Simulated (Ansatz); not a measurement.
# NaLiMgSe2: complex band structure, part 4 of 4

Aim: relax a made-up compound, NaLiMgSe2, and see how good a tunnel barrier it would be. It is built by putting Se for S, Mg for Zn in the NaLiZnS2 structure of space group P3m1, with the volume rescaled by atomic radii. The parent structure comes from the Materials Project.

Ansatz 0.2.0; r2SCAN DFT, plane waves, PAW files (the session's first sound run).

So far, gap on the k-mesh (eV): step 3 (the bulk crystal and its band edges, r2SCAN) 2.83; step 7 (r2SCAN JTH, cutoff 1440 eV) 2.83.

The structure was built from a prototype and need not be the compound's stable phase.

### 9. The same cell, other settings: output.transmission.temperature = 600.0

This step: r2SCAN DFT, plane waves, PAW files; complex bands by layer matching along the plane's normal; changed: output.transmission.temperature = 600.0 (Ansatz 0.2.0).

This run repeats an earlier one, its twin (the complex run, plane (100)), with one setting changed (output.transmission.temperature; files written aside). It is meant to test how the leads' temperature enters. Where the input is shown as a difference, that is against the step before, not the twin.

input.yaml reads:

```yaml
crystal:
  lattice:
    - [4.256002452, 0.0, 0.0]
    - [0.0, 7.110296206, 0.0]
    - [2.128001226, 0.0, 3.685806242]
  atoms:
    - { symbol: Na, position: [0.0, 0.0292537303, 0.0] }
    - { symbol: Li, position: [0.3333333333, 0.3445509736, 0.3333333333] }
    - { symbol: Mg, position: [0.6666666667, 0.6196368784, 0.6666666667] }
    - { symbol: Se, position: [0.3333333333, 0.7432258082, 0.3333333333] }
    - { symbol: Se, position: [0.6666666667, 0.2633326094, 0.6666666667] }
kpoints:
  mp_grid: { grid: [6, 4, 6] }
scf:
  occupations: { method: fixed }
hamiltonian:
  xc: r2scan
output:
  eigenvalues: true
  transmission:
    leads: [[0, 0]]
    kpoints: [[0.0, 0.0], [0.5, 0.0]]
    e_range: [-1.0, 3.83]
    de: 0.1
    temperature: 600.0
```

The run is started by

```sh
$ ansatz run input.yaml --threads 2 --pin off --max-ram 4096MiB --backend cpu --events-out ev --progress --plain --runs-dir out
```

Numbers of over 12 decimals in the logs are rounded to 6 here.

What it wrote:

```text
[...]
Crystal: 5 atoms, lattice volume = 111.538 Å³
Basis set: ecut = 500 eV, 2791 PW (Γ), exchange–correlation on 128×216×128 points (64 copies of the dense FFT grid, shifted against one another)
Bands: 33, of which v1, the nominal top of the filled ones, is band 27 counted from 1 (26 counted from 0)
Symmetry: 6 space group operations
[...]
k-points: 24 of 144 (time reversal used)
[...]
SCF iter   1: F=—  HF=-14583.490087 eV  |F-HF|=—  |Δ(HF+E_count)|=         —  Δρ=5.83e-3  dr2=3.36e-2  dr2_τ=1.34e-2  ethr=1.77e-3  ⟨swp⟩=4.9  Hψ=2668  notcnv=0  defer=91
[...]
SCF iter   7: F=-14583.548199 eV  HF=-14583.548199 eV  |F-HF|=1.94e-9  |Δ(HF+E_count)|=   7.05e-8  Δρ=4.52e-6  dr2=2.92e-8  dr2_τ=1.25e-9  ethr=1.85e-10  ⟨swp⟩=8.5  Hψ=3384  notcnv=0
SCF 1 converged in 7 iterations: F = -14583.548199 eV  dr2 = 2.92e-8
[...]
transmission: 5 of 10 steps passed
transmission: 10 of 10 steps passed
SCF converged after 7 iterations
Free energy (F): -14583.548199 eV
[...]
Internal energy: -14583.548199 eV  (E = F + TS)
E sigma→0 (E₀):  -14583.548199 eV
Fermi energy:    4.105626 eV
[...]
--- Band table (eV; the first three rows and the last of 24) ---
  k-point 0: bands = [... 23 lower, 3.1106, 3.8429, 4.1056, 4.1056, 6.9320, 9.1228, 10.9169, 10.9169, ... 2 higher]
  k-point 1: bands = [... 23 lower, 2.9248, 3.3910, 3.8011, 3.9590, 7.8922, 9.5484, 10.4745, 11.1480, ... 2 higher]
  k-point 2: bands = [... 23 lower, 2.4493, 2.6056, 3.4412, 3.6879, 8.3523, 9.3619, 10.2245, 11.4073, ... 2 higher]
  k-point 23: bands = [... 23 lower, 1.9896, 2.2972, 3.2147, 3.4897, 9.2209, 9.3431, 9.7050, 11.1045, ... 2 higher]
--- Transmission ---
  basis      : 311 plane waves across, 5 finite elements along
  points     : 2, as listed
[...]
channels       : 0.000000e0 a spin
[...]
slowest decay  : 0.2144 /Å at (0.0000, 0.0000)
```

It took 43 s on 2 threads of Intel Xeon Platinum 8488C (Sapphire Rapids), shared host; peak memory 1.3 GiB; 85 s of CPU time.

This step gave:

```
free energy                                               : -14583.5482 eV
Fermi energy                                              : 4.106 eV
gap on the k-mesh                                         : 2.826 eV
decay constant at the filling level, zone centre          : 0.2144 Å⁻¹
decay constant at the filling level, slowest listed point : 0.2144 Å⁻¹
```

K parallel (0, 0); values up to 1.5 1/Å, a degenerate pair printed once or twice; energies at which all values exceed this have no row. The Im kz of the slowest decaying states by energy, zero at the highest filled level on the SCF mesh:

```tsv
energy (eV)	decay 1 (Å⁻¹)	decay 2 (Å⁻¹)	decay 3 (Å⁻¹)	decay 4 (Å⁻¹)
-1.00	0.485	1.05	1.28	1.29
-0.80	0.113	0.252	0.375	1.03
-0.60	0.154	0.184	0.337	1.01
-0.40	0.174	0.391	0.984	1.06
-0.20	0.184	0.428	0.963	0.971
0.00	0.0022	0.00319	0.283	0.419
0.20	0.126	0.273	0.295	0.470
0.30	0.150	0.278	0.353	0.474
0.50	0.181	0.289	0.458	0.728
0.70	0.199	0.3	0.490	0.746
0.90	0.21	0.311	0.513	0.760
1.10	0.215	0.321	0.530	0.772
1.30	0.216	0.329	0.543	0.765
1.50	0.212	0.335	0.553	0.731
1.70	0.205	0.340	0.560	0.694
1.90	0.195	0.344	0.565	0.657
2.10	0.179	0.345	0.568	0.619
2.30	0.159	0.345	0.569	0.582
2.50	0.130	0.344	0.545	0.569
2.60	0.110	0.342	0.526	0.568
2.80	0.0387	0.338	0.488	0.565
3.00	0.332	0.448	0.561	0.670
3.20	0.324	0.403	0.556	0.625
3.40	0.315	0.352	0.550	0.584
3.60	0.290	0.303	0.542	0.543
3.80	0.205	0.288	0.502	0.534
```

K parallel (0.5, 0); values up to 1.5 1/Å, a degenerate pair printed once or twice; energies at which all values exceed this have no row. The Im kz of the slowest decaying states by energy, zero at the highest filled level on the SCF mesh:

```tsv
energy (eV)	decay 1 (Å⁻¹)	decay 2 (Å⁻¹)	decay 3 (Å⁻¹)	decay 4 (Å⁻¹)
-1.00	0.0446	0.289	-	-
-0.80	0.263	0.303	-	-
-0.50	0.0873	0.326	0.408	-
-0.30	0.196	0.338	0.458	-
0.00	0.27	0.352	0.508	1.48
0.20	0.300	0.360	0.530	1.46
0.40	0.319	0.368	0.548	1.44
0.70	0.335	0.381	0.566	1.41
0.90	0.339	0.389	0.575	1.39
1.20	0.339	0.399	0.583	1.35
1.40	0.335	0.403	0.586	1.33
1.60	0.330	0.406	0.587	1.30
1.90	0.319	0.408	0.586	1.27
2.10	0.310	0.407	0.583	1.24
2.40	0.293	0.402	0.576	1.20
2.60	0.279	0.398	0.569	1.17
2.80	0.262	0.392	0.561	1.15
3.10	0.233	0.380	0.547	1.10
3.30	0.208	0.370	0.535	1.07
3.60	0.160	0.351	0.515	1.02
3.80	0.112	0.337	0.499	0.991
```

The temperature enters the conductance and not T(E) itself. No conductance was computed here for it to change.

### 10. A check of the settings

This step: r2SCAN DFT, plane waves, PAW files; complex bands by layer matching along the plane's normal; changed: crystal.symmetry = {"detect": false}, kpoints.mp_grid.grid = [8, 5, 8] (Ansatz 0.2.0).

This run repeats an earlier one, its twin (the complex run, plane (100)), with two settings changed (kpoints.mp_grid.grid, crystal.symmetry.detect; files written aside). It is meant to test whether the SCF mesh is converged and whether the numerical route changes the result or only the time. Where the input is shown as a difference, that is against the step before, not the twin.

Edit input.yaml of step 9 so:

```diff
@@ -11,4 +11,5 @@
     - { symbol: Se, position: [0.6666666667, 0.2633326094, 0.6666666667] }
+  symmetry: { detect: false }
 kpoints:
-  mp_grid: { grid: [6, 4, 6] }
+  mp_grid: { grid: [8, 5, 8] }
 scf:
@@ -24,2 +25 @@
     de: 0.1
-    temperature: 600.0
```

What it wrote:

```text
[...]
Crystal: 5 atoms, lattice volume = 111.538 Å³
Basis set: ecut = 500 eV, 2791 PW (Γ), exchange–correlation on 128×216×128 points (64 copies of the dense FFT grid, shifted against one another)
Bands: 33, of which v1, the nominal top of the filled ones, is band 27 counted from 1 (26 counted from 0)
Symmetry: 1 space group operations
k-points: 162 of 320 (time reversal used)
[...]
SCF iter   1: F=—  HF=-14583.490544 eV  |F-HF|=—  |Δ(HF+E_count)|=         —  Δρ=5.82e-3  dr2=3.36e-2  dr2_τ=1.34e-2  ethr=1.77e-3  ⟨swp⟩=5.0  Hψ=17747  notcnv=0  defer=632
[...]
SCF iter   7: F=-14583.548697 eV  HF=-14583.548697 eV  |F-HF|=1.49e-9  |Δ(HF+E_count)|=   8.49e-8  Δρ=4.06e-6  dr2=2.49e-8  dr2_τ=1.01e-9  ethr=1.85e-10  ⟨swp⟩=8.7  Hψ=21954  notcnv=0
SCF 1 converged in 7 iterations: F = -14583.548697 eV  dr2 = 2.49e-8
[...]
transmission: 5 of 10 steps passed
transmission: 10 of 10 steps passed
SCF converged after 7 iterations
Free energy (F): -14583.548697 eV
[...]
Internal energy: -14583.548697 eV  (E = F + TS)
E sigma→0 (E₀):  -14583.548697 eV
Fermi energy:    4.105490 eV
[...]
--- Band table (eV; the first three rows and the last of 162) ---
  k-point 0: bands = [... 23 lower, 3.1102, 3.8426, 4.1055, 4.1055, 6.9318, 9.1227, 10.9167, 10.9167, ... 2 higher]
  k-point 1: bands = [... 23 lower, 2.9988, 3.6295, 3.8538, 4.0187, 7.5566, 9.4702, 10.4838, 11.2977, ... 2 higher]
  k-point 2: bands = [... 23 lower, 2.7574, 2.8824, 3.6567, 3.8197, 8.3782, 9.4043, 10.5736, 11.0881, ... 2 higher]
  k-point 161: bands = [... 23 lower, 2.1745, 2.8088, 3.1085, 3.4849, 8.2801, 9.2637, 9.8441, 10.9642, ... 2 higher]
--- Transmission ---
  basis      : 311 plane waves across, 5 finite elements along
  points     : 2, as listed
[...]
channels       : 0.000000e0 a spin
[...]
slowest decay  : 0.2144 /Å at (0.0000, 0.0000)
```

Run time: 72 s. Hardware: 2 threads; peak memory 1.3 GiB; 2.4 min of CPU time.

Numbers from this step:

- free energy: -14583.5487 eV
- Fermi energy: 4.105 eV

K parallel (0, 0); values up to 1.5 1/Å, a degenerate pair printed once or twice; energies at which all values exceed this have no row. The Im kz of the slowest decaying states by energy, zero at the highest filled level on the SCF mesh:

```tsv
energy (eV)	decay 1 (Å⁻¹)	decay 2 (Å⁻¹)	decay 3 (Å⁻¹)	decay 4 (Å⁻¹)
-1.00	0.485	1.05	1.28	1.29
-0.80	0.114	0.252	0.375	1.03
-0.60	0.154	0.184	0.337	1.01
-0.40	0.174	0.391	0.984	1.06
-0.20	0.184	0.428	0.962	0.971
0.00	0.0022	0.00331	0.283	0.419
0.20	0.126	0.273	0.295	0.470
0.30	0.150	0.278	0.353	0.474
0.50	0.181	0.289	0.458	0.728
0.70	0.199	0.300	0.490	0.746
0.90	0.210	0.311	0.513	0.760
1.10	0.215	0.321	0.530	0.772
1.30	0.216	0.329	0.543	0.765
1.50	0.212	0.335	0.553	0.731
1.70	0.205	0.340	0.560	0.694
1.90	0.195	0.344	0.565	0.657
2.10	0.179	0.345	0.568	0.619
2.30	0.159	0.345	0.569	0.582
2.50	0.130	0.344	0.545	0.569
2.60	0.110	0.342	0.526	0.568
2.80	0.0387	0.338	0.488	0.565
3.00	0.332	0.448	0.561	0.670
3.20	0.324	0.403	0.556	0.625
3.40	0.315	0.352	0.550	0.584
3.60	0.290	0.303	0.542	0.543
3.80	0.205	0.288	0.502	0.534
```

K parallel (0.5, 0); values up to 1.5 1/Å, a degenerate pair printed once or twice; energies at which all values exceed this have no row. Table of Im kz of the slowest decaying states by energy, zero at the highest filled level on the SCF mesh:

```tsv
energy (eV)	decay 1 (Å⁻¹)	decay 2 (Å⁻¹)	decay 3 (Å⁻¹)	decay 4 (Å⁻¹)
-1.00	0.0448	0.289	-	-
-0.80	0.263	0.303	-	-
-0.60	0.319	0.374	-	-
-0.40	0.155	0.332	0.436	-
-0.20	0.226	0.343	0.477	1.50
0.00	0.270	0.352	0.508	1.48
0.20	0.300	0.360	0.530	1.46
0.30	0.311	0.364	0.540	1.45
0.50	0.326	0.372	0.555	1.43
0.70	0.335	0.381	0.566	1.41
0.90	0.339	0.389	0.575	1.39
1.10	0.339	0.396	0.581	1.36
1.30	0.337	0.401	0.585	1.34
1.50	0.333	0.405	0.587	1.32
1.70	0.327	0.407	0.587	1.29
1.90	0.319	0.408	0.586	1.27
2.10	0.310	0.407	0.583	1.24
2.30	0.299	0.404	0.578	1.22
2.50	0.286	0.400	0.572	1.19
2.60	0.279	0.398	0.569	1.17
2.80	0.262	0.392	0.561	1.15
3.00	0.243	0.384	0.552	1.12
3.20	0.221	0.375	0.541	1.09
3.40	0.194	0.364	0.529	1.06
3.60	0.160	0.351	0.515	1.02
3.80	0.112	0.337	0.499	0.991
```

The least decay constant is 0.214 Å⁻¹ against 0.214 Å⁻¹ in the twin: no change within 1 %, at 1.6 times the CPU time.

### 11. Results

| Quantity | Value |
| --- | --- |
| band gap | 2.83 eV |
| least decay constant at mid-gap, normal to (100) | 0.214 Å⁻¹ |
| least decay constant at mid-gap, normal to (001) | 0.210 Å⁻¹ |
| least decay constant on a mesh, normal to (100) | 0.214 Å⁻¹ |

What this shows: With r2SCAN, the slowest decay at the wavevectors tried is κ = 0.210 Å⁻¹, normal to (001). Through such a film the transmission near mid-gap falls as exp(−2κd), a factor of ten every 5.5 Å. The directions tried decay at nearly the same rate. A free electron under a barrier of half the gap would need a mass of 0.12 mₑ to decay at this rate. The compound is made up by substitution; its stability against other phases and against distortions of the cell's symmetry was not tested. r2SCAN still narrows gaps, if less than LDA and GGA do, so real decay constants are likely larger.

[Logs are printed without paths, hosts, clocks, repeated set-up lines and the standing remarks that a program may print on its own settings, such as how far it seeks lower states.]

[Hosts, paths, dates, database ids (printed as entryN), source tags and the programs' standing remarks are cut or masked in the printed files.]
